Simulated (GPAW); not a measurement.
Consider ZrB2 (P6/mmm).

```xyz
3
Lattice="3.1700 0.0000 0.0000 -1.5850 2.7453 0.0000 0.0000 0.0000 3.5330" Properties=species:S:1:pos:R:3 pbc="T T T"
Zr    0.0000    0.0000    0.0000
B     1.5850    0.9151    1.7665
B     0.0000    1.8302    1.7665
```

Absorber: atom 1, with 12 B at 2.54 Å (12-fold, site symmetry 6/mmm). Method: GPAW, LDA, excited-electron core hole (neutral cell), 18-atom cell with 5.5 Å between holes, 6×6×4 k points, dipole transitions, Gaussian full width 1.57 eV up to 4 eV, rising linearly to 3.5 eV at 25 eV.

Q: Predict the near-edge structure at the Zr L₃ edge.

Main maxima up to 30 eV above the zero (height): 2.2 eV (3.02). At an L edge the dipole rule selects empty d (and weakly s) states on the absorber, and the strong line at the onset measures the empty part of its d band. 

The Zr L₃ spectrum (energy from the lowest empty level; intensity scaled to a mean of 1 over the first 20 eV; polarised curves are means over the symmetry-equivalent atoms):

```tsv
E (eV)	isotropic	ε ⊥ c	ε ∥ c
-2.0	0.00	0.00	0.00
-1.5	0.02	0.02	0.03
-1.0	0.11	0.10	0.14
-0.5	0.42	0.38	0.49
0.0	0.99	0.93	1.13
0.5	1.72	1.64	1.86
1.0	2.36	2.30	2.48
1.5	2.81	2.76	2.89
2.0	3.01	2.97	3.08
2.5	2.98	2.97	3.00
3.0	2.83	2.88	2.73
3.5	2.55	2.64	2.37
4.0	2.17	2.23	2.03
4.5	1.75	1.75	1.76
5.0	1.40	1.34	1.53
5.5	1.18	1.10	1.34
6.0	1.06	1.01	1.16
6.5	0.96	0.95	0.97
7.0	0.86	0.90	0.79
7.5	0.77	0.82	0.68
8.0	0.69	0.73	0.61
8.5	0.63	0.64	0.59
9.0	0.61	0.61	0.62
9.5	0.63	0.61	0.66
10.0	0.63	0.61	0.68
10.5	0.59	0.57	0.64
11.0	0.53	0.51	0.55
11.5	0.45	0.45	0.45
12.0	0.39	0.40	0.36
12.5	0.34	0.37	0.30
13.0	0.31	0.34	0.25
13.5	0.29	0.33	0.23
14.0	0.28	0.31	0.23
14.5	0.29	0.31	0.24
15.0	0.30	0.32	0.26
15.5	0.33	0.35	0.29
16.0	0.36	0.38	0.33
16.5	0.40	0.41	0.38
17.0	0.43	0.43	0.42
17.5	0.45	0.44	0.46
18.0	0.45	0.44	0.47
18.5	0.45	0.44	0.46
19.0	0.44	0.44	0.45
19.5	0.43	0.44	0.43
20.0	0.43	0.44	0.41
20.5	0.43	0.45	0.41
21.0	0.44	0.45	0.41
21.5	0.45	0.46	0.42
22.0	0.46	0.48	0.43
22.5	0.47	0.49	0.44
23.0	0.49	0.51	0.45
23.5	0.50	0.52	0.45
24.0	0.50	0.53	0.45
24.5	0.51	0.54	0.45
25.0	0.52	0.56	0.46
25.5	0.54	0.57	0.49
26.0	0.57	0.59	0.53
26.5	0.60	0.60	0.60
27.0	0.63	0.61	0.67
27.5	0.65	0.60	0.73
28.0	0.66	0.60	0.79
28.5	0.67	0.59	0.82
29.0	0.67	0.59	0.84
29.5	0.67	0.59	0.83
30.0	0.66	0.59	0.80
30.5	0.65	0.59	0.77
31.0	0.64	0.59	0.73
31.5	0.62	0.58	0.70
```

Only the L₃ part is meant: spin–orbit coupling of the core level isn't computed and the L₂ copy isn't added. The script folds with a Gaussian, whereas the core hole's own line is a Lorentzian, so the onset is too steep and the first peak too high. The holes are only 5.5 Å apart, so the shape is probably not converged with cell size; no larger cell was run here. The structure is a published determination, not relaxed.

[Banner, clock and machine lines of the logs are left out without a mark of their own.]

[Logs are printed without paths, hosts, clocks, repeated set-up lines and the standing remarks that a program may print on its own settings, such as how far it seeks lower states.]

[Hosts, paths, dates, database ids (printed as entryN), source tags and the programs' standing remarks are cut or masked in the printed files.]

[Lists of maxima count a maximum above −3 eV only where it reaches 4 % of the highest in the window and stands out from its surroundings by 2 % of it (1.5 % where it reaches 55 %); shoulders and weaker maxima are passed over, and of the rest the first, up to two pre-edge ones and the few strongest are named.]
